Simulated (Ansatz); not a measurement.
## Cd34Se25S9 with crystalline order left by the classical run (68 atoms) in motion

How do the atoms of Cd34Se25S9 with crystalline order left by the classical run (68 atoms) move, and what local order do they keep?

Program: Ansatz 0.2.0. Level of theory: Kohn-Sham DFT, PBE, PAW (set soft_2, large core), plane waves. Results are calculated unless marked as measured.

**1. Set-up**

The cell holds 68 atoms: 34 Cd, 25 Se and 9 S. Its edges and angles: a = 12.336 Å, b = 12.336 Å, c = 12.336 Å, α = 90.0°, β = 90.0°, γ = 90.0°. It derives from Cd34Se25S9. 68 atoms (34 Cd, 25 Se, 9 S) placed at random at 5.38 g/cm³, melted at 2500 K for 10 ps at fixed volume with the Stillinger-Weber II-VI potential (Zhou et al., Phys. Rev. B 88, 085309 (2013)). Quenched from 2500 K to 300 K at 50 K/ps and fixed volume, held 5 ps, then minimised at fixed cell.

Before any run, some limits are plain. The quench rate of 50 K/ps is many orders above laboratory rates, so the cell is likely richer in defects and strain than a real sample. The starting topology of bonds comes from the classical model. The Brillouin zone is sampled at Γ only, in a cell whose shortest periodic width is 12 Å.

**2. Dynamics started at 900 K**

A Nosé–Hoover thermostat steers the temperature while disturbing the dynamics little. The time step is 2.0 fs.

Input file input.yaml:

```yaml
crystal:
  lattice:
    - [12.3356, 0.0, 0.0]
    - [0.0, 12.3356, 0.0]
    - [0.0, 0.0, 12.3356]
  atoms:
    - { symbol: Cd, position: [0.97974, 0.11102, 0.03763] }
    - { symbol: Cd, position: [0.80864, 0.61747, 0.27586] }
    - { symbol: Cd, position: [0.47972, 0.94368, 0.27638] }
    - { symbol: Cd, position: [0.4783, 0.61285, 0.27767] }
    [... 58 atom lines left out ...]
    - { symbol: S, position: [0.31923, 0.59866, 0.91337] }
    - { symbol: S, position: [0.58859, 0.12277, 0.56801] }
    - { symbol: S, position: [0.32127, 0.27704, 0.40734] }
    - { symbol: S, position: [0.48232, 0.11746, 0.16212] }
    - { symbol: S, position: [0.63723, 0.94488, 0.4082] }
    - { symbol: S, position: [0.48394, 0.77703, 0.15681] }
kpoints:
  mp_grid: { grid: [1, 1, 1] }
hamiltonian:
  xc: pbe
  pseudopotentials: { kind: paw, core: large }
scf:
  occupations: { method: fermi_dirac, width: 0.025 }
output:
  forces: true
md:
  timestep: 2.0
  n_steps: 47
  ensemble: nvt_nose_hoover
  temperature: 900
  initial_velocities: maxwell_boltzmann
  seed: 8501
```

Launch:

```bash
> ansatz run input.yaml --threads 4 --pin off --max-ram 8192MiB --backend cpu --events-out ev --progress --plain --runs-dir out
```

Run time: 12 min. Hardware: 4 threads of Arm Neoverse V2, shared host; peak memory 3.1 GiB.

The program notes that potentials were chosen by core size and it switched symmetry off.

Rows from the run:

| time (fs) | T (K) | potential (meV/atom) | conserved (meV/atom) |
| --- | --- | --- | --- |
| 0.0 | 900 | 0.0 | 0.00 |
| 6.0 | 894 | 0.8 | 0.00 |
| 12.0 | 855 | 5.8 | 0.01 |
| 18.0 | 793 | 13.8 | 0.02 |
| 26.0 | 696 | 26.3 | 0.04 |
| 32.0 | 627 | 35.3 | 0.04 |
| 38.0 | 571 | 42.9 | 0.05 |
| 44.0 | 539 | 47.6 | 0.06 |
| 50.0 | 540 | 48.3 | 0.05 |
| 56.0 | 570 | 45.5 | 0.04 |
| 62.0 | 618 | 40.6 | 0.04 |
| 68.0 | 677 | 34.8 | 0.02 |
| 76.0 | 743 | 28.9 | 0.01 |
| 82.0 | 764 | 28.3 | 0.01 |
| 88.0 | 760 | 30.9 | 0.03 |
| 94.0 | 744 | 35.0 | 0.04 |

Mean square displacement from the first frame to the last: Cd 0.10 Å², Se 0.099 Å², S 0.063 Å².

Table of mean square displacement by time lag:

| time lag (fs) | Cd (Å²) | S (Å²) | Se (Å²) |
| --- | --- | --- | --- |
| 2.0 | 6.4e-5 | 2.2e-4 | 8.1e-5 |
| 4.0 | 2.5e-4 | 8.9e-4 | 3.2e-4 |
| 6.0 | 5.7e-4 | 0.00199 | 7.2e-4 |
| 8.0 | 0.00101 | 0.00350 | 0.00127 |
| 10.0 | 0.00157 | 0.00540 | 0.00197 |
| 12.0 | 0.00225 | 0.00765 | 0.00282 |
| 14.0 | 0.00305 | 0.0102 | 0.00379 |
| 16.0 | 0.00396 | 0.0131 | 0.00490 |
| 18.0 | 0.00498 | 0.0162 | 0.00613 |
| 20.0 | 0.00612 | 0.0195 | 0.00748 |
| 22.0 | 0.00736 | 0.0230 | 0.00894 |
| 24.0 | 0.00870 | 0.0266 | 0.0105 |
| 26.0 | 0.0101 | 0.0302 | 0.0122 |
| 28.0 | 0.0117 | 0.0339 | 0.0139 |
| 30.0 | 0.0133 | 0.0375 | 0.0157 |
| 32.0 | 0.0150 | 0.0410 | 0.0176 |
| 34.0 | 0.0168 | 0.0444 | 0.0196 |
| 36.0 | 0.0187 | 0.0476 | 0.0216 |
| 38.0 | 0.0207 | 0.0506 | 0.0237 |
| 40.0 | 0.0228 | 0.0533 | 0.0259 |
| 42.0 | 0.0249 | 0.0558 | 0.0280 |
| 44.0 | 0.0271 | 0.0580 | 0.0303 |
| 46.0 | 0.0294 | 0.0599 | 0.0326 |
| 48.0 | 0.0318 | 0.0615 | 0.0349 |

Over the second half of 94 fs the temperature averages 676 K, rising from about 556 to 756 K (means over the first and last quarter of that half). The conserved energy stays within 0.06 meV/atom. From first frame to last Cd has the largest mean square displacement, 0.10 Å² at the end; the farthest move is 0.56 Å. The mean temperature of 676 K lies well off the 900 K of the input, so the thermostat hasn't yet brought the run to equilibrium. The run spans 0.09 ps, too short for its means to be equilibrium values.

**3. Distances and neighbours late in the run**

The g(r) is a mean over the second half; what follows it is taken at the last frame.

Density 5.38 g/cm³, 27.60 Å³ an atom.

Mean of 13 frames. g(r), total and by pair (bins of 0.2 Å):

| r (Å) | total | Cd-Cd | Cd-Se | Cd-S | Se-Se | Se-S | S-S |
| --- | --- | --- | --- | --- | --- | --- | --- |
| 2.10 | 0.03 | 0.00 | 0.00 | 0.20 | 0.00 | 0.00 | 0.00 |
| 2.30 | 0.14 | 0.00 | 0.07 | 0.89 | 0.00 | 0.00 | 0.00 |
| 2.50 | 2.62 | 0.00 | 4.62 | 6.92 | 0.00 | 0.00 | 0.00 |
| 2.70 | 2.77 | 0.00 | 6.24 | 3.62 | 0.00 | 0.00 | 0.00 |
| 2.90 | 0.50 | 0.00 | 1.30 | 0.09 | 0.00 | 0.00 | 0.32 |
| 3.10 | 0.07 | 0.14 | 0.00 | 0.00 | 0.00 | 0.11 | 1.17 |
| 3.30 | 0.09 | 0.18 | 0.00 | 0.00 | 0.00 | 0.21 | 1.67 |
| 3.50 | 0.18 | 0.32 | 0.04 | 0.00 | 0.26 | 0.41 | 0.36 |
| 3.70 | 0.27 | 0.39 | 0.03 | 0.14 | 0.64 | 0.59 | 0.00 |
| 3.90 | 0.98 | 2.17 | 0.00 | 0.05 | 1.25 | 2.16 | 3.05 |
| 4.10 | 1.93 | 3.44 | 0.15 | 0.69 | 3.35 | 3.79 | 5.94 |
| 4.30 | 2.26 | 4.44 | 0.34 | 0.20 | 4.36 | 3.15 | 5.72 |
| 4.50 | 1.55 | 1.79 | 1.07 | 0.86 | 3.17 | 1.35 | 2.05 |
| 4.70 | 1.50 | 0.81 | 2.13 | 2.33 | 1.34 | 0.33 | 0.13 |
| 4.90 | 1.39 | 0.27 | 2.59 | 2.37 | 0.35 | 0.02 | 0.00 |
| 5.10 | 1.17 | 0.27 | 2.13 | 2.22 | 0.00 | 0.19 | 0.44 |
| 5.30 | 0.69 | 0.13 | 1.27 | 1.05 | 0.11 | 0.37 | 0.20 |
| 5.50 | 0.47 | 0.61 | 0.43 | 0.47 | 0.26 | 0.65 | 0.19 |
| 5.70 | 0.38 | 0.31 | 0.25 | 0.32 | 0.28 | 1.26 | 0.48 |
| 5.90 | 0.54 | 0.72 | 0.35 | 0.24 | 0.42 | 1.40 | 0.48 |
| 6.10 | 0.66 | 0.96 | 0.46 | 0.52 | 0.99 | 0.47 | 0.27 |

Bonds by pair of elements; cutoffs follow the first minimum of g(r), held within bounds set by covalent radii, and pairs that aren't listed don't count as bonded:

| pair A-B | cutoff (Å) | bonds | mean length (Å) | spread (Å) | shortest (Å) | B about A | A about B |
| --- | --- | --- | --- | --- | --- | --- | --- |
| Cd-Se | 3.23 | 97 | 2.66 | 0.11 | 2.38 | 2.85 | 3.88 |
| Cd-S | 3.18 | 31 | 2.56 | 0.123 | 2.25 | 0.912 | 3.44 |

How many atoms have how many bonded neighbours:

| element | mean | 2 | 3 | 4 | 5 |
| --- | --- | --- | --- | --- | --- |
| Cd | 3.77 | 0 | 8 | 26 | 0 |
| S | 3.44 | 1 | 3 | 5 | 0 |
| Se | 3.88 | 0 | 4 | 20 | 1 |

Bond angles, per cent of each kind in bins of 5°:

| angle (°) | Cd-Se-Cd | Se-Cd-Se | S-Cd-Se | Cd-S-Cd | S-Cd-S |
| --- | --- | --- | --- | --- | --- |
| 70–75 | 0.7 | 0.0 | 0.0 | 0.0 | 0.0 |
| 75–80 | 0.7 | 0.0 | 0.0 | 2.5 | 0.0 |
| 80–85 | 0.7 | 0.0 | 0.0 | 0.0 | 0.0 |
| 85–90 | 1.4 | 3.6 | 0.0 | 0.0 | 0.0 |
| 90–95 | 7.0 | 3.6 | 5.5 | 2.5 | 0.0 |
| 95–100 | 14.1 | 11.8 | 12.7 | 2.5 | 20.0 |
| 100–105 | 15.5 | 11.8 | 23.6 | 32.5 | 13.3 |
| 105–110 | 19.7 | 20.0 | 12.7 | 20.0 | 20.0 |
| 110–115 | 16.9 | 21.8 | 20.0 | 17.5 | 20.0 |
| 115–120 | 10.6 | 14.5 | 10.9 | 12.5 | 20.0 |
| 120–125 | 4.9 | 4.5 | 9.1 | 7.5 | 6.7 |
| 125–130 | 2.1 | 4.5 | 1.8 | 2.5 | 0.0 |
| 130–135 | 2.8 | 2.7 | 3.6 | 0.0 | 0.0 |
| 135–140 | 0.0 | 0.9 | 0.0 | 0.0 | 0.0 |
| 140–145 | 0.7 | 0.0 | 0.0 | 0.0 | 0.0 |
| 145–150 | 1.4 | 0.0 | 0.0 | 0.0 | 0.0 |
| 150–155 | 0.7 | 0.0 | 0.0 | 0.0 | 0.0 |

Bond angles (no mean is given where the spread exceeds 20°):

| angle | count | mean (°) | spread (°) |
| --- | --- | --- | --- |
| Cd-Se-Cd | 142 | 108 | 12.2 |
| Se-Cd-Se | 110 | 110 | 10.2 |
| S-Cd-Se | 55 | 109 | 9.5 |
| Cd-S-Cd | 40 | 108 | 9 |
| S-Cd-S | 15 | 109 | 7.5 |

Bond length by coordination (bonds to H left out):

| element | coordination | atoms | mean bond length (Å) |
| --- | --- | --- | --- |
| Cd | 3 | 8 | 2.57 |
| Cd | 4 | 26 | 2.65 |
| S | 2 | 1 | 2.65 |
| S | 3 | 3 | 2.48 |
| S | 4 | 5 | 2.58 |
| Se | 3 | 4 | 2.60 |
| Se | 4 | 20 | 2.66 |
| Se | 5 | 1 | 2.76 |

Rings of the network by King's shortest-path rule, up to 12 atoms, one path for each pair of neighbours; H, halogens, alkali and alkaline-earth atoms are left out, and the last column divides by all other atoms, bonded or not:

| ring size (atoms) | rings | per network atom |
| --- | --- | --- |
| 6 | 96 | 1.41 |
| 8 | 5 | 0.074 |
| 10 | 2 | 0.029 |

For some of the pairs, g(r) has its first main peak near 4.3 Å (Cd-Cd), 2.6 Å (Cd-Se), 2.5 Å (Cd-S), 4.3 Å (Se-Se) and 4.2 Å (Se-S). Counting bonds as in the table, 76 % of Cd atoms have 4, 56 % of S atoms have 4 and 80 % of Se atoms have 4 bonded neighbours. The Cd-Se-Cd angle averages 108° with a spread of 12°. Rings of 6 atoms are the most common (93 % of those counted); sizes run from 6 to 10.

**4. Single point at the last frame**

The last frame is solved once more, with the analyses that the dynamics left out.

Input file input.yaml:

```yaml
crystal:
  lattice:
    - [12.3356, 0.0, 0.0]
    - [0.0, 12.3356, 0.0]
    - [0.0, 0.0, 12.3356]
  atoms:
    - { symbol: Cd, position: [0.98771, 0.09983, 0.0406] }
    - { symbol: Cd, position: [0.80406, 0.63506, 0.26252] }
    - { symbol: Cd, position: [0.48074, 0.92673, 0.25426] }
    - { symbol: Cd, position: [0.47515, 0.6222, 0.26675] }
    [... 58 atom lines left out ...]
    - { symbol: S, position: [0.32179, 0.58502, 0.89202] }
    - { symbol: S, position: [0.57097, 0.11986, 0.56432] }
    - { symbol: S, position: [0.30254, 0.26705, 0.4226] }
    - { symbol: S, position: [0.49485, 0.12127, 0.1613] }
    - { symbol: S, position: [0.62783, 0.95777, 0.39623] }
    - { symbol: S, position: [0.47742, 0.77141, 0.13348] }
kpoints:
  mp_grid: { grid: [1, 1, 1] }
hamiltonian:
  xc: pbe
  pseudopotentials: { kind: paw, core: large }
scf:
  occupations: { method: fermi_dirac, width: 0.025 }
output:
  forces: true
  stress: true
  populations: true
  dos:
    method: { smearing: { sigma: 0.08 } }
    de: 0.1
    projected: { site_lists: { Cd: [Cd], S: [S], Se: [Se] } }
  eigenvalues: true
  write_density: true
  write_potential: true
  volumetric_format: npy
```

Elapsed: 45 s, on 4 threads; peak memory 2.8 GiB.

Numbers from this run:

* free energy: -353251.9506 eV
* free energy per atom: -5194.8816 eV/atom
* SCF cycles: 16
* pressure: 2.819 GPa
* r.m.s. force component: 0.5556 eV/Å
* longest force: 2.713 eV/Å
* Fermi energy: 6.718 eV
* levels partly filled by over 2 per cent: 2
* spilling of the projection: 0.007849

Neighbours are counted within 3.23 Å (Cd-Se), 3.18 Å (Cd-S), the cutoffs taken from the dynamics.

Length of the force by element and coordination:

| element | coordination | atoms | mean length of the force (eV/Å) | spread | least | most |
| --- | --- | --- | --- | --- | --- | --- |
| Cd | all | 34 | 0.803 | 0.511 | 0.170 | 2.31 |
| Cd | 3 | 8 | 1.10 | 0.674 | 0.228 | 2.31 |
| Cd | 4 | 26 | 0.713 | 0.408 | 0.170 | 2.10 |
| S | all | 9 | 1.13 | 0.734 | 0.195 | 2.71 |
| S | 2 | 1 | 1.46 | 0 | 1.46 | 1.46 |
| S | 3 | 3 | 0.530 | 0.289 | 0.195 | 0.9 |
| S | 4 | 5 | 1.42 | 0.775 | 0.632 | 2.71 |
| Se | all | 25 | 0.739 | 0.301 | 0.266 | 1.57 |
| Se | 3 | 4 | 0.841 | 0.159 | 0.687 | 1.11 |
| Se | 4 | 20 | 0.714 | 0.324 | 0.266 | 1.57 |
| Se | 5 | 1 | 0.846 | 0 | 0.846 | 0.846 |

Density of states as counts of states in windows of 1 eV (from the Fermi level), total and the larger projections:

| from (eV) | to (eV) | total | Cd d | Se p | Cd s | S p | Se s |
| --- | --- | --- | --- | --- | --- | --- | --- |
| -18 | -14 | 0.0 | 0.0 | 0.0 | 0.0 | 0.0 | 0.0 |
| -14 | -13 | 3.7 | 0.2 | 0.0 | 0.5 | 0.0 | 2.4 |
| -13 | -12 | 50.5 | 3.6 | 0.1 | 4.1 | 0.1 | 34.6 |
| -12 | -11 | 13.8 | 1.1 | 0.1 | 0.7 | 0.1 | 5.2 |
| -11 | -10 | 0.0 | 0.0 | 0.0 | 0.0 | 0.0 | 0.0 |
| -10 | -9 | 0.1 | 0.1 | 0.0 | 0.0 | 0.0 | 0.0 |
| -9 | -8 | 148.3 | 141.8 | 4.0 | 0.4 | 1.4 | 0.4 |
| -8 | -7 | 191.5 | 183.9 | 2.3 | 0.9 | 0.9 | 2.4 |
| -7 | -5 | 0.0 | 0.0 | 0.0 | 0.0 | 0.0 | 0.0 |
| -5 | -4 | 29.8 | 1.2 | 13.8 | 9.2 | 4.5 | 0.6 |
| -4 | -3 | 34.5 | 1.4 | 16.9 | 8.2 | 5.9 | 1.0 |
| -3 | -2 | 46.3 | 1.9 | 28.9 | 2.1 | 10.9 | 0.5 |
| -2 | -1 | 55.7 | 2.4 | 36.6 | 0.8 | 13.5 | 0.2 |
| -1 | 0 | 38.5 | 1.5 | 24.8 | 1.5 | 8.7 | 0.3 |
| 0 | 1 | 3.2 | 0.1 | 0.9 | 0.7 | 0.8 | 0.1 |
| 1 | 2 | 7.9 | 0.1 | 1.4 | 3.3 | 0.8 | 0.3 |
| 2 | 3 | 25.4 | 0.1 | 5.0 | 11.6 | 1.4 | 1.1 |
| 3 | 4 | 36.5 | 0.1 | 5.5 | 11.6 | 1.8 | 0.4 |
| 4 | 5 | 32.9 | 0.1 | 2.8 | 4.8 | 0.9 | 0.1 |

The curve was stored every 0.100 eV, coarse against its broadening of 0.08 eV, so these counts are rough.

The stored curve holds about 613 of the 884 electrons; the rest, give or take the few that broadening carries across the Fermi level, lie in deeper levels below its range.

The levels nearest the highest filled one (over half full), pooled over k-points and spins:

| level less the highest filled one (eV) | occupation |
| --- | --- |
| -0.321 | 2 |
| -0.268 | 2 |
| -0.185 | 2 |
| -0.113 | 2.00 |
| -0.0667 | 1.98 |
| 0 | 1.70 |
| 0.0842 | 0.327 |
| 0.462 | 0 |
| 1.17 | 0 |
| 1.58 | 0 |
| 1.78 | 0 |
| 1.94 | 0 |

**5. Results**

```yaml
mean_temperature_second_half: 675.9 K
temperature_swing_second_half: 83.83 K
slope_of_the_conserved_energy_against_time_by_least_squares: 0.0788 meV/atom/ps
free_energy_per_atom: -5194.8816 eV/atom
pressure: 2.819 GPa
r_m_s_force_component: 0.5556 eV/Å
wall_time_of_the_2_dft_runs: 13 min
```

**Reading.** Over the second half of 94 fs the temperature averages 676 K, rising from about 556 to 756 K (means over the first and last quarter of that half). The conserved energy stays within 0.06 meV/atom. The mean temperature of 676 K lies well off the 900 K of the input, so the thermostat hasn't yet brought the run to equilibrium. The run spans 0.09 ps, too short for its means to be equilibrium values. Counting bonds as in the table, 76 % of Cd atoms have 4, 56 % of S atoms have 4 and 80 % of Se atoms have 4 bonded neighbours. 2 levels are partly filled by over 2 % (at Γ alone), and the list of levels jumps by 0.71 eV between +0.46 and +1.17 eV: the Fermi level sits among few, sparse states, as at a band edge, among defect levels or in a metal whose levels bunch into shells on a coarse mesh.

What to keep in mind: The network of bonds at the start is that of the classical potential that made the cell; DFT moved the atoms only locally, and no bond changed. The pressure of 2.8 GPa is that of one thermal frame at a volume set beforehand, without the kinetic term.

[Logs are printed without paths, hosts, clocks, repeated set-up lines and the standing remarks that a program may print on its own settings, such as how far it seeks lower states.]

[Hosts, paths, dates, database ids (printed as entryN), source tags and the programs' standing remarks are cut or masked in the printed files.]
